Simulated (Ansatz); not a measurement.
## YSe (Fm-3m): from the cell to its phonons

Task: relax YSe (Fm-3m), then find its harmonic phonons.

Program: Ansatz 0.2.0. Level of theory: DFT PBEsol, scalar-relativistic, plane waves, PAW; PAW set soft_1. Results are calculated unless marked as measured.

## 1. Set-up

The structure is cubic, space group Fm-3m (No. 225). The conventional cell has a = 5.703 Å, b = 5.703 Å, c = 5.703 Å, α = 90.00°, β = 90.00°, γ = 90.00°. Nearest to Y lie 6 Se at 2.85 Å. Nearest to Se lie 6 Y at 2.85 Å. Farther neighbours and most contacts between anions are not listed.

## 2. Bringing the structure to rest

The cell and atoms are relaxed, since residual forces and stress would shift the frequencies.

The input, input.yaml:

```yaml
crystal:
  lattice:
    - [0.0, 2.8515, 2.8515]
    - [2.8515, 0.0, 2.8515]
    - [2.8515, 2.8515, 0.0]
  atoms:
    - { symbol: "Y", position: [0.5, 0.5, 0.5] }
    - { symbol: Se, position: [0.0, 0.0, 0.0] }
kpoints:
  mp_grid: { grid: [12, 12, 12] }
hamiltonian:
  xc: pbesol
  pseudopotentials: { kind: paw, azcp: { folder: soft_1 }, xc_functional: pbe }
scf:
  occupations: { method: gaussian, width: 0.1 }
output:
  forces: true
  stress: true
  eigenvalues: true
  write_density: true
  write_potential: true
  elf: true
  volumetric_format: npy
relax:
  adjacent_minimum: "off"
  f_tol: 0.005
  max_steps: 80
  cell: { stress_tol: 0.05 }
```

Command:

```bash
$ ansatz run input.yaml --threads 4 --pin off --max-ram 10240MiB --backend cpu --events-out ev --progress --plain --runs-dir out
```

Numbers of over 12 decimals in the logs are rounded to 6 here.

Log:

```text
Engine: ansatz 0.2.0, x86_64-unknown-linux-gnu
Pseudopotentials: kind: paw
Pseudopotential: Y, paw, valence charge 11, recommended cutoff 420 eV (normal), soft_1/Y.paw.azcp
Pseudopotential: Se, paw, valence charge 16, recommended cutoff 420 eV (normal), soft_1/Se.paw.azcp
Functional definition: PBEsol
  exchange = pbesol_x
  correlation = pbesol_c
Crystal: 2 atoms, lattice volume = 46.371 Å³
Basis set: ecut = 420 eV, 893 PW (Γ), exchange–correlation on 54×54×54 points (8 copies of the dense FFT grid, shifted against one another)
Bands: 18, of which v1, the nominal top of the filled ones, is band 14 counted from 1 (13 counted from 0)
Symmetry: 48 space group operations
Space group: Fm-3m (ITA 225), of the structure as read, at distance tolerance 3.6e-5 Å
k-points: 72 of 1728
Non-local potential: Y, projectors of the file, l = 0: 3, l = 1: 2, l = 2: 2, l = 3: 1
Non-local potential: Se, projectors of the file, l = 0: 2, l = 1: 2, l = 2: 3, l = 3: 1
PAW form: soft (Blöchl's): semilocal exchange-correlation on the pseudo side does not see the compensation charge
PAW frozen core: Y, regenerated for the run's functional, and the local potential with it (the file was generated under x = pbe(κ = 0.804, μ = 0.219515), c = pbe(β = 0.066725))
PAW frozen core: Se, regenerated for the run's functional, and the local potential with it (the file was generated under x = pbe(κ = 0.804, μ = 0.219515), c = pbe(β = 0.066725))
PAW one-centre angular grid: Y, 590 points (default); XC on 64 Gauss nodes
PAW one-centre angular grid: Se, 590 points (default); XC on 64 Gauss nodes
Initial density: superposition of atomic densities (chi_scale 0.1, normalization cell, long waves kept (reshape's long-wave potential 0.00 eV rms))
Initial wavefunctions: pseudopotential atomic-orbital guess
Functional: x = pbesol(κ = 0.804, μ = 0.123457), c = pbesol(β = 0.046)
SCF iter   1: F=—  HF=-9223.808120 eV  |F-HF|=—  |Δ(HF+E_count)|=         —  Δρ=5.20e-2  dr2=2.09e0  ethr=3.10e-3  ⟨swp⟩=5.7  Hψ=5885  notcnv=0
preconditioner: auto → Kerker (q_TF=auto, 2.493 Å⁻¹)  [metal: Δε(μ)=0.039 eV  Ē_g=8.056 eV  σ=0.100 eV  W_gap=0.22  n_scr=14 (ndim 8)  ℏωp=16.4 eV  f_vac=0.000  D(μ)=0.67/eV (n_scr^D=0)]
SCF iter   2: F=—  HF=-9223.238096 eV  |F-HF|=—  |Δ(HF+E_count)|=   5.70e-1  Δρ=2.64e-2  dr2=4.86e-1  ethr=3.10e-3  ⟨swp⟩=2.9  Hψ=3003  notcnv=0  defer=21
preconditioner: auto → none  [insulator: Δε(μ)=0.123 eV  Ē_g=8.505 eV  σ=0.100 eV  W_gap=0.54  n_scr=14 (ndim 8)  ℏωp=16.4 eV  f_vac=0.000  D(μ)=0.48/eV (n_scr^D=0)  ε∞_Penn≈4.7]
SCF iter   3: F=—  HF=-9223.038876 eV  |F-HF|=—  |Δ(HF+E_count)|=   1.99e-1  Δρ=4.30e-3  dr2=4.66e-3  ethr=1.80e-3  ⟨swp⟩=3.6  Hψ=2627  notcnv=0  defer=21
SCF iter   4: F=—  HF=-9223.036020 eV  |F-HF|=—  |Δ(HF+E_count)|=   2.86e-3  Δρ=1.06e-3  dr2=3.10e-4  ethr=1.73e-5  ⟨swp⟩=2.0  Hψ=2832  notcnv=0  defer=21
SCF iter   5: F=—  HF=-9223.036426 eV  |F-HF|=—  |Δ(HF+E_count)|=   4.06e-4  Δρ=2.93e-4  dr2=5.73e-5  ethr=1.15e-6  ⟨swp⟩=2.0  Hψ=2373  notcnv=0  defer=21
SCF iter   6: F=—  HF=-9223.036400 eV  |F-HF|=—  |Δ(HF+E_count)|=   2.64e-5  Δρ=3.18e-5  dr2=5.36e-7  ethr=2.12e-7  ⟨swp⟩=2.7  Hψ=2252  notcnv=0  defer=21
SCF iter   7: F=-9223.036400 eV  HF=-9223.036400 eV  |F-HF|=2.10e-8  |Δ(HF+E_count)|=   9.18e-8  Δρ=8.94e-6  dr2=2.72e-8  ethr=3.70e-10  ⟨swp⟩=10.4  Hψ=10296  notcnv=0
SCF 1 converged in 7 iterations: F = -9223.036400 eV  dr2 = 2.72e-8
  Residual-converged pass: ⟨swp⟩=1.0  Hψ=1584  notcnv=0  max |occ|·‖R‖ = 7.0e-9 eV (tolerance 1.0e-8 eV)  dr2=2.72e-8  dr2_onsite=2.11e-8  max |Δocc| = 2.5e-11
  greatest PAW one-centre occupation: 1.000 electrons in one spin orbital (limit 2), on the Se atom at site 1 (counted from 0), in its partial waves of l = 2
relax step   1: F+E_penalty+E_count = -9223.03639961 eV  Δ(F+E_penalty+E_count) = +0.000e0 eV  max|allowed force component| = 1.423e-29 eV/Å  Δτ_max = 0.0000 Å  P = -0.626 GPa  Ω = 46.371 Å³  (7 SCF iters, dr2 threshold 1.00e-7 eV, accepted)
Crystal: 2 atoms, lattice volume = 45.610 Å³
Initial density: handed on by an earlier stage of this run
Initial wavefunctions: those handed on with the density
iter 1 solved again at ethr=1.34e-6 eV; its pass at ethr=3.10e-3 eV (dr2=3.62e-4 eV) is discarded
SCF iter   1: F=—  HF=-9223.036213 eV  |F-HF|=—  |Δ(HF+E_count)|=         —  Δρ=7.71e-4  dr2=5.03e-4  ethr=1.34e-6  ⟨swp⟩=2.0  Hψ=7283  notcnv=0
preconditioner: auto → none  [insulator: Δε(μ)=0.118 eV  Ē_g=8.980 eV  σ=0.100 eV  W_gap=0.51  n_scr=14 (ndim 8)  ℏωp=16.5 eV  f_vac=0.000  D(μ)=0.49/eV (n_scr^D=0)  ε∞_Penn≈4.4]
SCF iter   2: F=—  HF=-9223.036041 eV  |F-HF|=—  |Δ(HF+E_count)|=   1.72e-4  Δρ=2.96e-4  dr2=4.03e-5  ethr=1.34e-6  ⟨swp⟩=2.0  Hψ=1790  notcnv=0
SCF iter   3: F=—  HF=-9223.036025 eV  |F-HF|=—  |Δ(HF+E_count)|=   1.55e-5  Δρ=1.31e-4  dr2=5.25e-6  ethr=1.49e-7  ⟨swp⟩=2.2  Hψ=2232  notcnv=0
SCF iter   4: F=-9223.036024 eV  HF=-9223.036024 eV  |F-HF|=1.84e-8  |Δ(HF+E_count)|=   8.25e-7  Δρ=1.83e-5  dr2=1.16e-7  ethr=7.41e-10  ⟨swp⟩=6.4  Hψ=8309  notcnv=0
SCF 2 converged in 4 iterations: F = -9223.036024 eV  dr2 = 1.16e-7
relax step   2: F+E_penalty+E_count = -9223.03602438 eV  Δ(F+E_penalty+E_count) = +3.752e-4 eV  max|allowed force component| = 7.231e-30 eV/Å  Δτ_max = 0.0000 Å  P = +0.822 GPa  Ω = 45.610 Å³  energy of the carried Pulay correction = +4.018e-5 eV  (4 SCF iters, dr2 threshold 2.00e-7 eV, rejected (line search))
Crystal: 2 atoms, lattice volume = 46.039 Å³
iter 1 solved again at ethr=4.37e-7 eV; its pass at ethr=3.10e-3 eV (dr2=1.18e-4 eV) is discarded
SCF iter   1: F=—  HF=-9223.037143 eV  |F-HF|=—  |Δ(HF+E_count)|=         —  Δρ=4.30e-4  dr2=1.62e-4  ethr=4.37e-7  ⟨swp⟩=2.1  Hψ=7219  notcnv=0
preconditioner: auto → none  [insulator: Δε(μ)=0.119 eV  Ē_g=8.956 eV  σ=0.100 eV  W_gap=0.52  n_scr=14 (ndim 8)  ℏωp=16.4 eV  f_vac=0.000  D(μ)=0.52/eV (n_scr^D=0)  ε∞_Penn≈4.4]
SCF iter   2: F=—  HF=-9223.037087 eV  |F-HF|=—  |Δ(HF+E_count)|=   5.54e-5  Δρ=1.63e-4  dr2=1.28e-5  ethr=4.37e-7  ⟨swp⟩=2.0  Hψ=1796  notcnv=0
SCF iter   3: F=—  HF=-9223.037081 eV  |F-HF|=—  |Δ(HF+E_count)|=   6.92e-6  Δρ=7.12e-5  dr2=1.55e-6  ethr=4.75e-8  ⟨swp⟩=2.2  Hψ=2238  notcnv=0
SCF iter   4: F=—  HF=-9223.037080 eV  |F-HF|=—  |Δ(HF+E_count)|=   1.40e-7  Δρ=9.77e-6  dr2=3.31e-8  ethr=5.75e-9  ⟨swp⟩=2.5  Hψ=1967  notcnv=0
SCF iter   5: F=—  HF=-9223.037080 eV  |F-HF|=—  |Δ(HF+E_count)|=   3.05e-9  Δρ=1.80e-6  dr2=3.33e-10  ethr=1.23e-10  ⟨swp⟩=2.0  Hψ=2200  notcnv=0
SCF iter   6: F=—  HF=-9223.037080 eV  |F-HF|=—  |Δ(HF+E_count)|=  7.82e-10  Δρ=2.48e-7  dr2=1.57e-11  ethr=1.00e-12  ⟨swp⟩=5.9  Hψ=5589  notcnv=0
SCF iter   7: F=-9223.037080 eV  HF=-9223.037080 eV  |F-HF|=0.00e0  |Δ(HF+E_count)|=  7.28e-12  Δρ=2.29e-8  dr2=8.01e-14  ethr=1.00e-12  ⟨swp⟩=5.0  Hψ=4979  notcnv=0
SCF 3 converged in 7 iterations: F = -9223.037080 eV  dr2 = 8.01e-14
relax step   3: F+E_penalty+E_count = -9223.03708039 eV  Δ(F+E_penalty+E_count) = -6.808e-4 eV  max|allowed force component| = 1.683e-29 eV/Å  Δτ_max = 0.0000 Å  P = -0.010 GPa  Ω = 46.039 Å³  energy of the carried Pulay correction = +1.745e-5 eV  (7 SCF iters, accepted)
Initial wavefunctions: pseudopotential atomic-orbital guess (no wavefunctions were taken with the density)
iter 1 solved again at ethr=2.73e-8 eV; its pass at ethr=3.10e-3 eV (dr2=7.37e-6 eV) is discarded
SCF iter   1: F=—  HF=-9223.037065 eV  |F-HF|=—  |Δ(HF+E_count)|=         —  Δρ=3.13e-6  dr2=8.84e-10  ethr=2.73e-8  ⟨swp⟩=3.1  Hψ=10006  notcnv=0
preconditioner: auto → none  [insulator: Δε(μ)=0.120 eV  Ē_g=8.948 eV  σ=0.100 eV  W_gap=0.52  n_scr=14 (ndim 8)  ℏωp=16.4 eV  f_vac=0.000  D(μ)=0.51/eV (n_scr^D=0)  ε∞_Penn≈4.4]
SCF iter   2: F=—  HF=-9223.037062 eV  |F-HF|=—  |Δ(HF+E_count)|=   2.29e-6  Δρ=1.67e-6  dr2=3.39e-10  ethr=3.27e-12  ⟨swp⟩=2.4  Hψ=2334  notcnv=0
SCF iter   3: F=—  HF=-9223.037062 eV  |F-HF|=—  |Δ(HF+E_count)|=  2.06e-10  Δρ=4.61e-7  dr2=4.36e-11  ethr=1.26e-12  ⟨swp⟩=2.0  Hψ=1597  notcnv=0
SCF iter   4: F=-9223.037062 eV  HF=-9223.037062 eV  |F-HF|=0.00e0  |Δ(HF+E_count)|=    0.00e0  Δρ=9.82e-8  dr2=4.02e-12  ethr=1.00e-12  ⟨swp⟩=6.1  Hψ=5574  notcnv=0
SCF 4 converged in 4 iterations: F = -9223.037062 eV  dr2 = 4.02e-12
relax step   4: F+E_penalty+E_count = -9223.03706247 eV  Δ(F+E_penalty+E_count) = +1.792e-5 eV  max|allowed force component| = 1.091e-29 eV/Å  Δτ_max = 0.0000 Å  P = -0.010 GPa  Ω = 46.039 Å³  stress off target by 9.63e-3 GPa  SCF on the basis re-selected at this cell (its energy is not comparable with the rows above)  (4 SCF iters)
basis re-selected at this cell: Δ(F+E_penalty+E_count) = +1.792e-5 eV, ΔP = +0.000 GPa vs the last step (what re-selecting the basis moved, of the pressure what is left beyond the Pulay correction that the steps carried, after the strain that the cell walked since its last selection, with what the two solves' SCF thresholds leave and, on support functions, any second-order correction that the steps lacked; it is no m [...]
SCF converged after 4 iterations
Free energy (F): -9223.037062 eV
Harris-Foulkes:  -9223.037062 eV  (|F-HF|=0.00e0)
Internal energy: -9223.034496 eV  (E = F + TS)
E sigma→0 (E₀):  -9223.035779 eV
Entropy (-TS):   -0.002566 eV (-1.283 meV/atom)
Fermi energy:    12.833932 eV
--- Per-component energies (eV) ---
  E_band       = -431.899670
  E_kinetic    = 431.282240
  E_local      = -3075.376913  (includes V_loc(G=0)·N_el)
  E_nonlocal   = -325.090532
  E_hartree    = 1532.413858
  E_xc         = -264.469839
  E_vxc        = -298.851274  (∫ρ·V_xc dr)
  E_paw        = -4850.132312  (= ΣΔE_a)
  E_vpaw       = -228.690683  (= ΣTr[D̂ρ^β])
  E_aug_tail   = -0.000314  (compensation charges beyond the density's cutoff)
  E_ewald      = -2672.817909
  E_core_change = 1.157225  (= ΣΔE_core)
  E_smearing   = -0.002566  (= −TS)
  E_closure    = -0.000000  (closes the sum)
  Σ components = -9223.037062   (vs F -9223.037062, Δ=0.00e0)
--- Forces (eV/Å), atoms counted from 1 ---
  atom   1  Y      0.00000000     0.00000000    -0.00000000
  atom   2  Se     0.00000000    -0.00000000    -0.00000000
  max |Σ_I F_I| component: 2.45e-29 eV/Å
--- Stress (GPa, compression-positive) ---
       -0.009633      -0.000000      -0.000000
       -0.000000      -0.009633      -0.000000
       -0.000000      -0.000000      -0.009633
  P = ⅓ Tr σ = -0.0096 GPa (-0.096 kbar)
--- Band table (eV; the first three rows and the last of 72) ---
  k-point 0: bands = [... 10 lower, 9.8473, 9.8473, 9.8473, 12.5957, 12.5957, 12.5957, 13.4073, 13.4073]
  k-point 1: bands = [... 10 lower, 9.3593, 9.6165, 9.6165, 12.6922, 12.7327, 12.7327, 13.7461, 13.7461]
  k-point 2: bands = [... 10 lower, 8.3956, 9.1292, 9.1292, 12.8164, 13.0775, 13.0775, 14.6097, 14.6097]
  k-point 71: bands = [... 10 lower, 7.6268, 7.7439, 7.7439, 13.6755, 13.6755, 15.2011, 15.8536, 16.1280]
--- Relaxed structure (3 steps of the walk, 2 accepted, 1 SCFs on fresh bases) ---
  F+E_penalty+E_count = -9223.03706247 eV   max|allowed force component| = 1.091e-29 eV/Å   (the final SCF, on the basis selected at the relaxed cell)
  cell:  # Å, volume = 46.0392 Å³
    - [0, 2.844675, 2.844675]
    - [2.844675, 0, 2.844675]
    - [2.844675, 2.844675, 0]
  atoms:
    - { symbol: Y, position: [0.5, 0.5, 0.5] }
    - { symbol: Se, position: [0, 0, 0] }
```

Wall time 4 s (4 threads of Intel Xeon 6975P-C (Granite Rapids), shared host); peak memory 0.47 GiB.

Relaxation path:

```csv
step,energy less that of the first step (eV),largest force component (eV/Å),pressure (GPa),volume (Å³)
1,0.0000,0.0000,-0.63,46.37
2,0.0004,0.0000,0.82,45.61
3,-0.0007,0.0000,-0.01,46.04
4*,-0.0007,0.0000,-0.01,46.04
```

Relaxation steps marked * repeat the geometry before them on a plane-wave basis chosen anew for their cell, so energy and pressure can jump there. Relaxation step 2 was tried and not accepted.

The run keeps the 48 symmetry operations that it works with, so distortions that break them were not tested.

```csv
"conventional cell, symmetrised",before,after,change
a (Å),5.703,5.689,-0.2 %
b (Å),5.703,5.689,-0.2 %
c (Å),5.703,5.689,-0.2 %
volume (Å³/atom),23.19,23.02,-0.7 %
```

Final coordinates:

```xyz
2
Lattice="0.0000 2.8447 2.8447 2.8447 0.0000 2.8447 2.8447 2.8447 0.0000" Properties=species:S:1:pos:R:3 pbc="T T T"
Y     2.8447    2.8447    2.8447
Se    0.0000    0.0000    0.0000
```

Numbers from this step:

* pressure: -0.009633 GPa
* volume per atom: 23.02 Å³
* gap on the k-mesh: 0 eV

Electrostatic potential energy in the ac plane of the conventional cell at fractional y = 0.000, with atoms of Y and Se within 0.2 Å of it. With pseudopotentials it is smooth inside the atoms' cores, unlike the true potential.

Ten even steps from '_' (-46 eV) to '@' (15 eV), each cell a mean:
```
@@##**%%%%**::______==%%@@##**@@
****%%@@@@%%++::..--**%%@@%%****
##%%@@@@@@@@%%****##%%@@@@@@%%##
%%@@@@@@@@@@@@%%%%%%@@@@@@@@@@@@
%%%%@@@@@@@@@@%%%%@@@@@@@@@@%%%%
==++##@@@@@@%%****##%%@@@@%%**==
__..++%%@@%%**##%%**##@@%%##--__
____==%%%%##**@@@@%%**%%%%**..__
____==%%@@##**@@@@##**%%%%**::__
..--**%%@@%%********%%@@@@%%++::
**##%%@@@@@@%%####%%@@@@@@@@%%**
%%%%@@@@@@@@@@@@%%@@@@@@@@@@@@%%
%%@@@@@@@@@@%%%%%%%%@@@@@@@@@@%%
**##%%@@@@%%**====++##@@@@@@%%**
%%**##@@%%##--____..++%%@@%%**##
@@%%**%%%%**..______==%%%%##**@@
```
Columns run along a (5.7 Å; values clipped at the 3rd and 97th percentile), rows up along c (5.7 Å), edges of the conventional cell, whose origin can differ from the input's. Atoms in or near the plane, at fractional coordinates: Y at (0.50, 0.00), Y at (0.00, 0.50), Se at (0.00, 0.00), Se at (0.50, 0.50).

ELF in the ac plane of the conventional cell at fractional y = 0.000, with atoms of Y and Se within 0.2 Å of it. It is the smooth field of the valence electrons, not physical close to the nuclei.

Ten even steps from '_' (0.11) to '@' (0.82), each cell a mean:
```
::**@@##..==@@%%##@@##..==%%%%--
##%%@@**..::##@@@@@@==__--%%@@%%
%%%%##==____::====--____::**%%%%
====--..____..........__..::--==
....____..==**####**++--______..
%%**::__--##@@@@@@@@%%++..__==##
@@@@**..==%%%%**++##@@**..--@@@@
**@@%%..==%%##::__++@@##..==@@##
##@@##..==%%%%--::**@@##..==@@%%
@@@@==__--%%@@%%##%%@@**..::##@@
==--____::**%%%%%%%%##==____::==
......__..::--======--..____....
##**++--______......____..==**##
@@@@%%++..__==##%%**::__--##@@@@
++##@@**..--@@@@@@@@**..==%%%%**
__++@@##..==@@##**@@%%..==%%##::
```
Columns run along a (5.7 Å), rows up along c (5.7 Å), edges of the conventional cell, whose origin can differ from the input's. Atoms in or near the plane, at fractional coordinates: Y at (0.50, 0.00), Y at (0.00, 0.50), Se at (0.00, 0.00), Se at (0.50, 0.50).

Valence density in the ac plane of the conventional cell at fractional y = 0.000, with atoms of Y and Se within 0.2 Å of it. It is the smooth field of the valence electrons, not physical close to the nuclei.

Values in e/Å³, 16 rows by 16 columns, each cell a mean:
```
26  5  1  0  0  1  2  3  3  3  1  0  0  1  2 16
 3  1  1  0  0  0  1  2  2  2  1  0  0  0  1  2
 1  0  0  0  0  0  0  1  1  0  0  0  0  0  0  1
 0  0  0  0  0  0  0  0  0  0  0  0  0  0  0  0
 0  0  0  0  0  0  0  0  0  0  0  0  0  0  0  0
 1  1  0  0  0  0  1  1  1  1  0  0  0  0  1  1
 3  2  1  0  0  0  1  5  9  2  1  0  0  0  2  3
 3  3  1  0  0  1  3 26 44  9  1  0  0  1  2  3
 3  3  1  0  0  1  2 16 26  5  1  0  0  1  2  3
 2  2  1  0  0  0  1  2  3  1  1  0  0  0  1  2
 1  0  0  0  0  0  0  1  1  0  0  0  0  0  0  1
 0  0  0  0  0  0  0  0  0  0  0  0  0  0  0  0
 0  0  0  0  0  0  0  0  0  0  0  0  0  0  0  0
 1  1  0  0  0  0  1  1  1  1  0  0  0  0  1  1
 9  2  1  0  0  0  2  3  3  2  1  0  0  0  1  5
44  9  1  0  0  1  2  3  3  3  1  0  0  1  3 26
```
Columns run along a (5.7 Å), rows up along c (5.7 Å), edges of the conventional cell, whose origin can differ from the input's. Atoms in or near the plane, at fractional coordinates: Y at (0.50, 0.00), Y at (0.00, 0.50), Se at (0.00, 0.00), Se at (0.50, 0.50).

In this step the volume went from 23.19 to 23.02 Å³/atom.

## 3. Tight relaxation

Phonons need a cell at rest on their own settings, so the relaxation is repeated with tight tolerances on forces and stress, using the mesh and the filling of the phonon run that follows.

input.yaml, the sections that differ from step 2:

```yaml
crystal:
  lattice:
    - [0.0, 2.8446745655, 2.8446745655]
    - [2.8446745655, 0.0, 2.8446745655]
    - [2.8446745655, 2.8446745655, 0.0]
  atoms:
    - { symbol: "Y", position: [0.5, 0.5, 0.5] }
    - { symbol: Se, position: [0.0, 0.0, 0.0] }
scf:
  occupations: { method: methfessel_paxton, width: 0.2 }
output:
  forces: true
  stress: true
  eigenvalues: true
relax:
  adjacent_minimum: "off"
  f_tol: 0.001
  max_steps: 60
  cell: { stress_tol: 0.01 }
# kpoints, hamiltonian: as in step 2
```

Log:

```text
[...]
Crystal: 2 atoms, lattice volume = 46.039 Å³
Basis set: ecut = 420 eV, 893 PW (Γ), exchange–correlation on 54×54×54 points (8 copies of the dense FFT grid, shifted against one another)
Bands: 18, of which v1, the nominal top of the filled ones, is band 14 counted from 1 (13 counted from 0)
Symmetry: 48 space group operations
[...]
k-points: 72 of 1728
[...]
k-point 71: bands = [... 10 lower, 7.6294, 7.7467, 7.7467, 13.6784, 13.6784, 15.2045, 15.8572, 16.1312, ... 4 higher]
--- Relaxed structure (3 steps of the walk, 2 accepted, 1 SCFs on fresh bases) ---
[...]
cell:  # Å, volume = 46.0293 Å³
    - [0, 2.844470, 2.844470]
    - [2.844470, 0, 2.844470]
    - [2.844470, 2.844470, 0]
  atoms:
    - { symbol: Y, position: [0.5, 0.5, 0.5] }
    - { symbol: Se, position: [0, 0, 0] }
[key lines of the parts left out:]
SCF converged after 3 iterations
Free energy (F): -9223.034215 eV
Fermi energy:    12.836878 eV
P = ⅓ Tr σ = -0.0000 GPa (-0.000 kbar)
```

Elapsed: 4.4 s, on 4 threads; peak memory 0.48 GiB.

Little changed from the start: no atom moved by 0.005 Å and no cell edge by 0.1 %.

This step gave:

| Quantity | Value |
| --- | --- |
| pressure | -4.64e-5 GPa |
| volume per atom | 23.01 Å³ |

The forces vanish by symmetry and the pressure is 0.000 GPa, within the tolerances set. The cell now holds 23.01 Å³/atom.

[end of part 1 of 2]

[Logs are printed without paths, hosts, clocks, repeated set-up lines and the standing remarks that a program may print on its own settings, such as how far it seeks lower states.]

[Hosts, paths, dates, database ids (printed as entryN), source tags and the programs' standing remarks are cut or masked in the printed files.]
